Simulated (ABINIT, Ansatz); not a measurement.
# Tb (P6_3/mmc): from the cell to the phonon bands, part 3 of 4

How does Tb (P6_3/mmc) vibrate, and is this structure a minimum?

ABINIT 10.8.3; DFT PBEsol, scalar-relativistic, plane waves, PseudoDojo norm-conserving, 4f in core pseudopotentials (the lanthanide files made for PBE).

So far. Step 4 (Ground state): The cell stands at -0.66 GPa: the relaxation ran with a smoothed and higher cutoff, and the difference is a stress of the finite basis. Step 5 (Zone-centre response): The acoustic modes at Γ come out as far as 2.5 cm⁻¹ from zero, where they should vanish, a small numerical error. The relaxed cell has a = 3.544, c = 5.590 Å (conventional setting).

### 7. Interpolated phonon bands

anaddb transforms the dynamical matrices to force constants and back along the path; points of the mesh come back as solved, but for the sum rule and, in polar crystals, the LO-TO term at Γ; the rest is interpolation.

File anaddb.abi:

```
ddb_filepath "all_DDB"
output_file "anaddb.abo"
outdata_prefix "anaddb"
ifcflag 1
ngqpt 3 3 2
nqshft 1
q1shft 0.0 0.0 0.0
asr 1
chneut 0
dipdip 0
dipquad 0
quadquad 0
enunit 0
eivec 0
nph1l 93
qph1l 
    0.0 0.0 0.0 1.0
    0.05 0.0 0.0 1.0
    0.1 0.0 0.0 1.0
    0.15 0.0 0.0 1.0
    0.2 0.0 0.0 1.0
    0.25 0.0 0.0 1.0
    0.3 0.0 0.0 1.0
    0.35 0.0 0.0 1.0
    0.4 0.0 0.0 1.0
    0.45 0.0 0.0 1.0
    0.5 0.0 0.0 1.0
    0.48333333 0.03333333 0.0 1.0
    0.46666667 0.06666667 0.0 1.0
    0.45 0.1 0.0 1.0
    0.43333333 0.13333333 0.0 1.0
    0.41666667 0.16666667 0.0 1.0
    0.4 0.2 0.0 1.0
    0.38333333 0.23333333 0.0 1.0
    0.36666667 0.26666667 0.0 1.0
    0.35 0.3 0.0 1.0
    0.33333333 0.33333333 0.0 1.0
    0.3 0.3 0.0 1.0
    0.26666667 0.26666667 0.0 1.0
    0.23333333 0.23333333 0.0 1.0
    0.2 0.2 0.0 1.0
    0.16666667 0.16666667 0.0 1.0
    0.13333333 0.13333333 0.0 1.0
    0.1 0.1 0.0 1.0
    0.06666667 0.06666667 0.0 1.0
    0.03333333 0.03333333 0.0 1.0
    0.0 0.0 0.0 1.0
    0.0 0.0 0.05 1.0
    0.0 0.0 0.1 1.0
    0.0 0.0 0.15 1.0
    0.0 0.0 0.2 1.0
    0.0 0.0 0.25 1.0
    0.0 0.0 0.3 1.0
    0.0 0.0 0.35 1.0
    0.0 0.0 0.4 1.0
    0.0 0.0 0.45 1.0
    0.0 0.0 0.5 1.0
    0.05 0.0 0.5 1.0
    0.1 0.0 0.5 1.0
    0.15 0.0 0.5 1.0
    0.2 0.0 0.5 1.0
    0.25 0.0 0.5 1.0
    0.3 0.0 0.5 1.0
    0.35 0.0 0.5 1.0
    0.4 0.0 0.5 1.0
    0.45 0.0 0.5 1.0
    0.5 0.0 0.5 1.0
    0.48333333 0.03333333 0.5 1.0
    0.46666667 0.06666667 0.5 1.0
    0.45 0.1 0.5 1.0
    0.43333333 0.13333333 0.5 1.0
    0.41666667 0.16666667 0.5 1.0
    0.4 0.2 0.5 1.0
    0.38333333 0.23333333 0.5 1.0
    0.36666667 0.26666667 0.5 1.0
    0.35 0.3 0.5 1.0
    0.33333333 0.33333333 0.5 1.0
    0.3 0.3 0.5 1.0
    0.26666667 0.26666667 0.5 1.0
    0.23333333 0.23333333 0.5 1.0
    0.2 0.2 0.5 1.0
    0.16666667 0.16666667 0.5 1.0
    0.13333333 0.13333333 0.5 1.0
    0.1 0.1 0.5 1.0
    0.06666667 0.06666667 0.5 1.0
    0.03333333 0.03333333 0.5 1.0
    0.0 0.0 0.5 1.0
    0.5 0.0 0.5 1.0
    0.5 0.0 0.45 1.0
    0.5 0.0 0.4 1.0
    0.5 0.0 0.35 1.0
    0.5 0.0 0.3 1.0
    0.5 0.0 0.25 1.0
    0.5 0.0 0.2 1.0
    0.5 0.0 0.15 1.0
    0.5 0.0 0.1 1.0
    0.5 0.0 0.05 1.0
    0.5 0.0 0.0 1.0
    0.33333333 0.33333333 0.5 1.0
    0.33333333 0.33333333 0.45 1.0
    0.33333333 0.33333333 0.4 1.0
    0.33333333 0.33333333 0.35 1.0
    0.33333333 0.33333333 0.3 1.0
    0.33333333 0.33333333 0.25 1.0
    0.33333333 0.33333333 0.2 1.0
    0.33333333 0.33333333 0.15 1.0
    0.33333333 0.33333333 0.1 1.0
    0.33333333 0.33333333 0.05 1.0
    0.33333333 0.33333333 0.0 1.0
```

File mrgddb.in:

```
all_DDB
merged
6
dfpt_gammao_DDB
dfpt_qo_DS1_DDB
dfpt_qo_DS2_DDB
dfpt_qo_DS3_DDB
dfpt_qo_DS4_DDB
dfpt_qo_DS5_DDB
```

Started as:

```console
> mrgddb < mrgddb.in > mrgddb.log
> OMP_NUM_THREADS=1 anaddb anaddb.abi > anaddb.log
```

anaddb.abo, the main output file:

```text
[banners, grids, parts of the stress and lines that vanish by symmetry left out]
-outvars_anaddb: echo values of input variables ----------------------

 Flags :
[...]
Phonon wavevector (reduced coordinates) :  0.00000  0.00000  0.00000
 Phonon energies in Hartree :
[...]
Phonon frequencies in cm-1    :
-  0.000000E+00  0.000000E+00  0.000000E+00  5.938003E+01  5.938003E+01
-  1.044060E+02
[...]
Phonon wavevector (reduced coordinates) :  0.05000  0.00000  0.00000
 Phonon energies in Hartree :
[...]
Phonon frequencies in cm-1    :
-  1.003165E+01  1.047673E+01  1.568517E+01  6.055098E+01  6.105988E+01
-  1.045059E+02
[...]
Phonon wavevector (reduced coordinates) :  0.10000  0.00000  0.00000
 Phonon energies in Hartree :
[...]
Phonon frequencies in cm-1    :
-  1.951981E+01  2.047132E+01  3.092220E+01  6.379799E+01  6.560373E+01
-  1.047273E+02
[...]
Phonon wavevector (reduced coordinates) :  0.15000  0.00000  0.00000
 Phonon energies in Hartree :
[...]
Phonon frequencies in cm-1    :
-  2.800920E+01  2.955142E+01  4.528399E+01  6.845802E+01  7.187582E+01
-  1.048711E+02
[...]
Phonon wavevector (reduced coordinates) :  0.20000  0.00000  0.00000
 Phonon energies in Hartree :
[...]
Phonon frequencies in cm-1    :
-  3.519335E+01  3.737956E+01  5.838674E+01  7.374334E+01  7.870196E+01
-  1.047075E+02
[...]
Phonon wavevector (reduced coordinates) :  0.25000  0.00000  0.00000
 Phonon energies in Hartree :
[...]
Phonon frequencies in cm-1    :
-  4.093345E+01  4.374786E+01  6.991111E+01  7.895628E+01  8.518887E+01
-  1.040798E+02
  Phonon wavevector (reduced coordinates) :  0.30000  0.00000  0.00000
 Phonon energies in Hartree :
[...]
Phonon frequencies in cm-1    :
-  4.524296E+01  4.859610E+01  7.961729E+01  8.358776E+01  9.076728E+01
-  1.029814E+02
  Phonon wavevector (reduced coordinates) :  0.35000  0.00000  0.00000
 Phonon energies in Hartree :
[...]
Phonon frequencies in cm-1    :
-  4.825362E+01  5.200717E+01  8.732835E+01  8.734965E+01  9.512657E+01
-  1.015819E+02
  Phonon wavevector (reduced coordinates) :  0.40000  0.00000  0.00000
 Phonon energies in Hartree :
[...]
Phonon frequencies in cm-1    :
-  5.016914E+01  5.417434E+01  9.003033E+01  9.302711E+01  9.813085E+01
-  1.001907E+02
  Phonon wavevector (reduced coordinates) :  0.45000  0.00000  0.00000
 Phonon energies in Hartree :
[...]
Phonon frequencies in cm-1    :
-  5.120650E+01  5.533818E+01  9.164947E+01  9.659794E+01  9.916436E+01
-  9.976683E+01
  Phonon wavevector (reduced coordinates) :  0.50000  0.00000  0.00000
 Phonon energies in Hartree :
[...]
Phonon frequencies in cm-1    :
-  5.153158E+01  5.569985E+01  9.218732E+01  9.787465E+01  9.878632E+01
-  1.002232E+02
  Phonon wavevector (reduced coordinates) :  0.48333  0.03333  0.00000
 Phonon energies in Hartree :
[...]
Phonon frequencies in cm-1    :
-  5.204607E+01  5.589797E+01  9.170799E+01  9.778575E+01  9.846263E+01
-  1.004968E+02
  Phonon wavevector (reduced coordinates) :  0.46667  0.06667  0.00000
 Phonon energies in Hartree :
[...]
Phonon frequencies in cm-1    :
-  5.353189E+01  5.649383E+01  9.044796E+01  9.750283E+01  9.752499E+01
-  1.011541E+02
  Phonon wavevector (reduced coordinates) :  0.45000  0.10000  0.00000
 Phonon energies in Hartree :
[...]
Phonon frequencies in cm-1    :
-  5.583204E+01  5.749077E+01  8.871096E+01  9.594043E+01  9.710997E+01
-  1.019337E+02
[...]
Phonon wavevector (reduced coordinates) :  0.10000  0.00000  0.50000
 Phonon energies in Hartree :
[...]
Phonon frequencies in cm-1    :
-  4.876322E+01  4.876322E+01  5.155300E+01  5.155300E+01  8.390927E+01
-  8.390927E+01
  Phonon wavevector (reduced coordinates) :  0.15000  0.00000  0.50000
 Phonon energies in Hartree :
[...]
Phonon frequencies in cm-1    :
-  5.317782E+01  5.317782E+01  5.748415E+01  5.748415E+01  8.533240E+01
-  8.533240E+01
  Phonon wavevector (reduced coordinates) :  0.20000  0.00000  0.50000
 Phonon energies in Hartree :
[...]
Phonon frequencies in cm-1    :
-  5.791975E+01  5.791975E+01  6.200394E+01  6.200394E+01  8.856313E+01
-  8.856313E+01
  Phonon wavevector (reduced coordinates) :  0.25000  0.00000  0.50000
 Phonon energies in Hartree :
[...]
Phonon frequencies in cm-1    :
-  6.233957E+01  6.233957E+01  6.429146E+01  6.429146E+01  9.356504E+01
-  9.356504E+01
  Phonon wavevector (reduced coordinates) :  0.30000  0.00000  0.50000
 Phonon energies in Hartree :
[...]
Phonon frequencies in cm-1    :
-  6.502316E+01  6.502316E+01  6.604991E+01  6.604991E+01  9.918184E+01
-  9.918184E+01
  Phonon wavevector (reduced coordinates) :  0.35000  0.00000  0.50000
 Phonon energies in Hartree :
[...]
Phonon frequencies in cm-1    :
-  6.506662E+01  6.506662E+01  6.888403E+01  6.888403E+01  1.042783E+02
-  1.042783E+02
[...]
Phonon wavevector (reduced coordinates) :  0.33333  0.33333  0.05000
 Phonon energies in Hartree :
[...]
Phonon frequencies in cm-1    :
-  7.037823E+01  7.037823E+01  7.980400E+01  7.980400E+01  9.367300E+01
-  1.047676E+02
  Phonon wavevector (reduced coordinates) :  0.33333  0.33333  0.00000
 Phonon energies in Hartree :
[...]
Phonon frequencies in cm-1    :
-  7.469532E+01  7.469532E+01  7.557593E+01  7.557593E+01  9.361623E+01
-  1.048478E+02
-
```

Run time: 0.57 s. Hardware: 1 thread of Arm Neoverse N1, shared host.

This step gave:

```yaml
lowest_frequency_on_the_path: 0 cm⁻¹
```

Anaddb. Phonon branches along the path, in cm⁻¹:

```
    point  branch 1  branch 2  branch 3  branch 4  branch 5  branch 6
        Γ         0         0         0        59        59       104
  halfway        41        44        70        79        85       104
        M        52        56        92        98        99       100
  halfway        61        62        85        91        96       103
        K        75        75        76        76        94       105
  halfway        48        57        63        87        89       102
        Γ         0         0         0        59        59       104
  halfway        25        25        48        56        56       100
        A        44        44        44        44        83        83
  halfway        62        62        64        64        94        94
        L        65        65        72        72       112       112
  halfway        50        50        88        88       109       109
        H        42        42        99        99       104       104
  halfway        56        56        75        75        96        96
        A        44        44        44        44        83        83
jump to L        65        65        72        72       112       112
  halfway        55        58        82        86       104       110
        M        52        56        92        98        99       100
jump to H        42        42        99        99       104       104
  halfway        53        53        95        96        96       103
        K        75        75        76        76        94       105
```

The phonon branches as a text plot (rows in cm⁻¹):

```
    110 |                                *****           **
    105 |*****     *****  ******        *     ****        **   **
    101 |     *****     **      *      *       *  *        ****
     96 |     ************       *    *       * *  *        *****
     91 |    * ***       *                   *   *  *      **
     86 |     *   **   *          *  *      *        **   *    *
     82 |    *     ** *   *        **             *    ****     *
     77 |   *       ***           *        *       *     *
     72 |  **       *****  *             **                     *
     68 | **        * * **  *          **           *
     63 |**        *   * *   *   *    *****          *   *     *
     58 |*  *     *     * *   **     *     *        *    **
     54 |     ****       *      **  **      *     ** **   ***
     49 |    ***          **    * * *        *        **      *
     44 |  * *                     *          * **     **    *
     40 |                 *       *            *
     35 |   *              **    *
     30 | **
     26 |  *                *   *
     21 | *                    *
     16 |*                   *
     12 |*                   * *
      7 |
      2 |                     *
         Γ      M    K        Γ   A       L    H       A|L M|H  K
```

All branches are real along the path.

### 8. Sums over the zone

Sums over the zone need many more wavevectors than were solved, so the interpolation is sampled on a dense mesh.

File anaddb.abi:

```
ddb_filepath "all_DDB"
output_file "anaddb.abo"
outdata_prefix "anaddb"
ifcflag 1
ngqpt 3 3 2
nqshft 1
q1shft 0.0 0.0 0.0
asr 1
chneut 0
dipdip 0
dipquad 0
quadquad 0
prtdos 2
ng2qpt 15 15 8
dosdeltae 4.5563e-06
ntemper 11
temperinc 100.0
tempermin 0.0
```

Started as:

```console
> OMP_NUM_THREADS=1 anaddb anaddb.abi > anaddb.log
```

anaddb.abo, the main output file:

```text
-outvars_anaddb: echo values of input variables ----------------------

 Flags :
     ifcflag         1
 Miscellaneous information :
         asr         1
      chneut         0
 Interatomic Force Constants Inputs :
      dipdip         0
     dipquad         0
    quadquad         0
      ifcana         0
      ifcout         0
 Description of grid 1 :
        brav         1
       ngqpt         3         3         2
      nqshft         1
      q1shft
                     0.00000000E+00  0.00000000E+00  0.00000000E+00
 Phonon DOS information :
   dosdeltae  4.55630000E-06
    dossmear  4.55633525E-06
 Description of grid 2 (Fourier interp. or BZ sampling):
      ng2qpt        15        15         8
      ngrids         4
      q2shft         0.00000000E+00  0.00000000E+00  0.00000000E+00

================================================================================

 read the DDB information and perform some checks

  ==== Info on the Cryst% object ====
 Real(R)+Recip(G) space primitive vectors, cartesian coordinates (Bohr,Bohr^-1):
 R(1)=  6.6977947  0.0000000  0.0000000  G(1)=  0.1493029  0.0862001  0.0000000
 R(2)= -3.3488973  5.8004603  0.0000000  G(2)=  0.0000000  0.1724001  0.0000000
 R(3)=  0.0000000  0.0000000 10.5644930  G(3)=  0.0000000  0.0000000  0.0946567
 Unit cell volume ucvol=  4.1043364E+02 bohr^3
 Angles (23,13,12)=  9.00000000E+01  9.00000000E+01  1.20000000E+02 degrees
 Time-reversal symmetry is present
 Reduced atomic positions [iatom, xred, symbol]:
    1)    0.3333333  0.6666667  0.2500000  Tb
    2)    0.6666667  0.3333333  0.7500000  Tb

 DDB file with 6 blocks has been read.

================================================================================

 Calculation of the interatomic forces

       Homogeneous q point set in the B.Z.
 Grid q points  :       18
  1)   0.00000000E+00  0.00000000E+00  0.00000000E+00
  2)   3.33333333E-01  0.00000000E+00  0.00000000E+00
  3)  -3.33333333E-01  0.00000000E+00  0.00000000E+00
  4)   0.00000000E+00  3.33333333E-01  0.00000000E+00
  5)   3.33333333E-01  3.33333333E-01  0.00000000E+00
  6)  -3.33333333E-01  3.33333333E-01  0.00000000E+00
  7)   0.00000000E+00 -3.33333333E-01  0.00000000E+00
  8)   3.33333333E-01 -3.33333333E-01  0.00000000E+00
  9)  -3.33333333E-01 -3.33333333E-01  0.00000000E+00
 10)   0.00000000E+00  0.00000000E+00  5.00000000E-01
 11)   3.33333333E-01  0.00000000E+00  5.00000000E-01
 12)  -3.33333333E-01  0.00000000E+00  5.00000000E-01
 13)   0.00000000E+00  3.33333333E-01  5.00000000E-01
 14)   3.33333333E-01  3.33333333E-01  5.00000000E-01
 15)  -3.33333333E-01  3.33333333E-01  5.00000000E-01
 16)   0.00000000E+00 -3.33333333E-01  5.00000000E-01
 17)   3.33333333E-01 -3.33333333E-01  5.00000000E-01
 18)  -3.33333333E-01 -3.33333333E-01  5.00000000E-01

 The interatomic forces have been obtained

================================================================================

 Calculation of phonon density of states

 Average speed of sound partial sums:     0.9319709100E-03 (at units)
-                                   =           2.0389 [km/s]

 Debye frequency from partial sums:     0.4888080668E-03 (Ha)
-                                 =     0.3216202577E+01 (THz)
-Debye temperature from partial sums:     0.1543533794E+03 (K)

 Average speed of sound:     0.9829232719E-03 (at units)
-                      =           2.1503 [km/s]

 Debye frequency from DOS:     0.5155319970E-03 (Ha)
-                        =     0.3392037591E+01 (THz)
-Debye temperature from DOS:     0.1627921291E+03 (K)

-
```

It took 0.62 s on 1 thread.

Read from the output:

- share of modes beyond 3i cm⁻¹ on the dense interpolated mesh: 0
- zero-point energy per atom: 14.18 meV
- heat capacity at 300 K: 24.65 J/(mol atoms K)
- vibrational entropy at 300 K: 51.32 J/(mol atoms K)

The phonon density of states has structure finer than the step of the table below, so its rows give means over 5 cm⁻¹, whole bins alone (the curve runs from -30 to 135 cm⁻¹). Peaks (cm⁻¹: height): 51.0: 0.108, 104.0: 0.225.

Tetrahedra. The phonon density of states by wavenumber; means over each step:

wavenumber (cm⁻¹), phonon density of states (1/cm⁻¹/cell) and a bar:
```
        0      0.000 
        5      0.000 
       10      0.000 
       15      0.001 
       20      0.003 #
       25      0.005 #
       30      0.008 ##
       35      0.012 ###
       40      0.019 ####
       45      0.062 ##############
       50      0.102 ######################
       55      0.089 ###################
       60      0.082 ##################
       65      0.071 ################
       70      0.060 #############
       75      0.076 #################
       80      0.088 ###################
       85      0.078 #################
       90      0.087 ###################
       95      0.085 ###################
      100      0.099 ######################
      105      0.137 ##############################
      110      0.033 #######
      115      0.000
```

Harmonic thermodynamic functions per atom, summed over the density of states scaled to three modes an atom; melting is ignored. Thermodynamic functions:

```
T (K)  F_vib (meV/atom)  S (J/mol-atom/K)  C_V (J/mol-atom/K)
    0             14.18                 0                   0
   50             12.23             11.14               16.86
  100               2.6             25.07               22.45
  200            -32.71             41.39               24.28
  300            -81.09             51.32               24.65
  400            -138.1             58.43               24.77
  500            -201.7             63.97               24.84
  600            -270.4              68.5               24.87
  700            -343.4             72.33               24.89
  800            -420.1             75.66                24.9
  900            -500.1             78.59               24.91
 1000              -583             81.22               24.92
```

At 300 K the heat capacity has reached 99 % of the Dulong-Petit value.

[end of part 3 of 4]

[Host names and launcher messages were left out of these logs when they were recorded.]

[Logs are printed without paths, hosts, clocks, repeated set-up lines and the standing remarks that a program may print on its own settings, such as how far it seeks lower states.]

[Hosts, paths, dates, database ids (printed as entryN), source tags and the programs' standing remarks are cut or masked in the printed files.]
